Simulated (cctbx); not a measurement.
# TiNb3S8 with cctbx, script by script

Library: cctbx 2025.11.

## 1. Energy scan

run.py:

```python
from cctbx import adptbx, crystal, miller, xray
from cctbx.array_family import flex
from cctbx.eltbx import sasaki

cs = crystal.symmetry(unit_cell=(5.752, 3.31, 25.213, 90, 94.26, 90), space_group_symbol='Hall: C -2y')  # Cm
atoms = [  # label, site, U (iso, or U11 U22 U33 U12 U13 U23 in A^2), occupancy
    ("Nb1", (0.4942, 0, 0.4995), (0.0034, 0.0038, 0.0040, 0.0000, 0.0002, 0.0000), 1),
    ("Nb2", (0.2537, 0, 0.7512), (0.0034, 0.0023, 0.0047, 0.0000, 0.0001, 0.0000), 1),
    ("Nb3", (0.0028, 0, 0.0017), (0.0039, 0.0045, 0.0028, 0.0000, 0.0003, 0.0000), 1),
    ("Ti1", (0.2427, 0.5, 0.2488), (0.0045, 0.0033, 0.0029, 0.0000, 0.0011, 0.0000), 1),
    ("S1", (0.3892, 0, 0.1926), (0.0036, 0.0042, 0.0041, 0.0000, 0.0002, 0.0000), 1),
    ("S2", (0.149, 0, 0.4388), (0.0049, 0.0059, 0.0054, 0.0000, 0.0004, 0.0000), 1),
    ("S3", (0.389, 0.5, 0.6885), (0.0052, 0.0049, 0.0046, 0.0000, 0.0007, 0.0000), 1),
    ("S4", (0.1353, 0.5, 0.9407), (0.0042, 0.0041, 0.0039, 0.0000, 0.0004, 0.0000), 1),
    ("S5", (0.1884, 0, 0.5635), (0.0040, 0.0033, 0.0041, 0.0000, 0.0004, 0.0000), 1),
    ("S6", (0.4376, 0.5, 0.8136), (0.0062, 0.0069, 0.0055, 0.0000, 0.0012, 0.0000), 1),
    ("S7", (0.1699, 0.5, 0.0641), (0.0035, 0.0038, 0.0043, 0.0000, 0.0002, 0.0000), 1),
    ("S8", (0.4285, 0, 0.3082), (0.0061, 0.0050, 0.0069, 0.0000, -0.0002, 0.0000), 1),
]
xs = xray.structure(crystal_symmetry=cs)
for label, site, u, occ in atoms:
    u = adptbx.u_cif_as_u_star(cs.unit_cell(), u) if isinstance(u, tuple) else u
    xs.add_scatterer(xray.scatterer(label, site=site, u=u, occupancy=occ))
hkl = [(2, 0, 2), (1, 1, 3), (1, 1, 0), (2, 0, 4)]
ms = miller.set(cs, flex.miller_index(hkl + [tuple(-v for v in h) for h in hkl]), anomalous_flag=True)
print("E (eV)    f'(Nb)   f''   " + "".join("%16s" % ("|F|" + " ".join(map(str, h))) for h in hkl))
for e in [18386, 18736, 18866, 18926, 18956, 18971, 18978, 18982, 18990, 18994, 19001, 19016, 19046, 19136, 19386]:
    xs.set_inelastic_form_factors(12398.42 / e, "sasaki")
    t = sasaki.table("Nb").at_ev(e)
    f = flex.abs(ms.structure_factors_from_scatterers(xs, algorithm="direct").f_calc().data())
    n = len(hkl)
    print("%7.0f %7.2f %6.2f  " % (e, t.fp(), t.fdp()) + "".join("%9.1f/%6.1f" % (f[k], f[k + n]) for k in range(n)))
```

```console
$ python run.py
```

```text
E (eV)    f'(Nb)   f''           |F|2 0 2        |F|1 1 3        |F|1 1 0        |F|2 0 4
  18386   -3.03   0.56      190.3/ 188.3     27.3/  27.3     34.6/  34.6     26.1/  26.1
  18736   -3.81   0.55      186.1/ 184.1     25.8/  25.8     33.0/  33.0     24.6/  24.6
  18866   -4.52   0.54      182.4/ 180.4     24.4/  24.4     31.5/  31.5     23.2/  23.2
  18926   -5.19   0.54      178.9/ 176.8     23.1/  23.1     30.1/  30.2     21.9/  21.9
  18956   -5.86   0.53      175.4/ 173.3     21.7/  21.8     28.8/  28.8     20.5/  20.6
  18971   -6.54   0.53      172.0/ 169.7     20.4/  20.4     27.4/  27.4     19.2/  19.2
  18978   -7.12   0.53      169.0/ 166.7     19.3/  19.3     26.2/  26.2     18.0/  18.1
  18982   -7.78   0.53      165.6/ 163.2     18.0/  18.0     24.9/  24.8     16.7/  16.8
  18990   -8.16   3.71      174.3/ 152.9     18.9/  18.0     26.6/  23.4     17.6/  17.0
  18994   -7.34   3.71      178.3/ 157.4     20.4/  19.5     28.1/  25.2     19.1/  18.5
  19001   -6.63   3.71      181.7/ 161.3     21.7/  20.9     29.5/  26.6     20.4/  19.9
  19016   -5.89   3.70      185.2/ 165.4     23.0/  22.3     30.9/  28.2     21.8/  21.3
  19046   -5.16   3.69      188.8/ 169.4     24.4/  23.7     32.2/  29.7     23.1/  22.6
  19136   -4.20   3.66      193.5/ 174.8     26.2/  25.5     34.1/  31.7     24.9/  24.5
  19386   -3.15   3.57      198.5/ 180.8     28.1/  27.5     36.1/  33.9     26.9/  26.5
```

Run time: 0.2 s on 1 thread of Arm Neoverse V2 (shared host), peak memory 0.07 GiB.

[Logs are printed without paths, hosts, clocks, repeated set-up lines and the standing remarks that a program may print on its own settings, such as how far it seeks lower states.]
